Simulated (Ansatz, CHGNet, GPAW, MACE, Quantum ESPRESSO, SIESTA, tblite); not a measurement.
**Other levels on amorphous Hg20Zn15S35 (70 atoms)**

Density of this cell: 6.14 g/cm³. The cell holds 70 atoms: 20 Hg, 15 Zn and 35 S. Its edges and angles: a = 11.824 Å, b = 11.824 Å, c = 11.824 Å, α = 90.0°, β = 90.0°, γ = 90.0°. 70 atoms (20 Hg, 15 Zn, 35 S) placed at random at 6.14 g/cm³, melted at 2500 K for 10 ps at fixed volume with the Stillinger-Weber II-VI potential (Zhou et al., Phys. Rev. B 88, 085309 (2013)). Quenched from 2500 K to 700 K at 500 K/ps and fixed volume, held 5 ps, then minimised at fixed cell. Then every atom was moved at random, 0.03 Å r.m.s. a Cartesian component.

Geometry: as built.

The reference, a calculation:

* method: Kohn-Sham DFT, PBE, SSSP efficiency 1.3.0 pseudopotentials, plane waves (Quantum ESPRESSO 7.5); sssp-pbe-1.3.0-efficiency, cutoffs 45/360 Ry, Γ point
* r.m.s. force component: 0.4077 eV/Å
* longest force: 1.413 eV/Å
* pressure: -2.436 GPa
* time: 8.8 min on 4 MPI ranks of Arm Neoverse V1, shared host
* CPU time: 35 min

Runs, in no order:
A. SIESTA PBE, SZP, shift 0.01 Ry, mesh 500 Ry: Kohn-Sham DFT, PBE, PseudoDojo 0.4.1 norm-conserving pseudopotentials (converted to PSML), numerical atomic orbitals (SZP), diagonalisation
B. tblite GFN1-xTB: GFN1-xTB tight binding, diagonalisation
C. SIESTA PBE, DZP, shift 0.01 Ry, mesh 100 Ry: Kohn-Sham DFT, PBE, PseudoDojo 0.4.1 norm-conserving pseudopotentials (converted to PSML), numerical atomic orbitals (DZP), diagonalisation
D. SIESTA PBE, DZP, shift 0.01 Ry, mesh 500 Ry: Kohn-Sham DFT, PBE, PseudoDojo 0.4.1 norm-conserving pseudopotentials (converted to PSML), numerical atomic orbitals (DZP), diagonalisation
E. GPAW PBE, LCAO dzp, h 0.15 Å: Kohn-Sham DFT, PBE, PAW, atomic orbitals (dzp)

Q: Order them from the smallest to the largest r.m.s. force difference.

E, D, C, B, A.

```
                                           run  Δ force, r.m.s. (meV/Å)  share of r.m.s. force (%)  CPU time
               E. GPAW PBE, LCAO dzp, h 0.15 Å                     58.4                       14.3    13 min
D. SIESTA PBE, DZP, shift 0.01 Ry, mesh 500 Ry                      137                       33.7   5.4 min
C. SIESTA PBE, DZP, shift 0.01 Ry, mesh 100 Ry                      203                       49.9      71 s
                            B. tblite GFN1-xTB                      313                       76.8     4.2 s
A. SIESTA PBE, SZP, shift 0.01 Ry, mesh 500 Ry                      971                        238   4.6 min
```

Periodic xTB results under one method name differ between programs and library versions. The network of bonds at the start is that of the classical potential that made the cell, and needn't be the one that DFT or experiment would give. The electronic-structure runs sample only Γ, in a cell whose shortest periodic width is 12 Å, which is coarse for a cell with partly filled levels.

[Logs are printed without paths, hosts, clocks, repeated set-up lines and the standing remarks that a program may print on its own settings, such as how far it seeks lower states.]

[Hosts, paths, dates, database ids (printed as entryN), source tags and the programs' standing remarks are cut or masked in the printed files.]
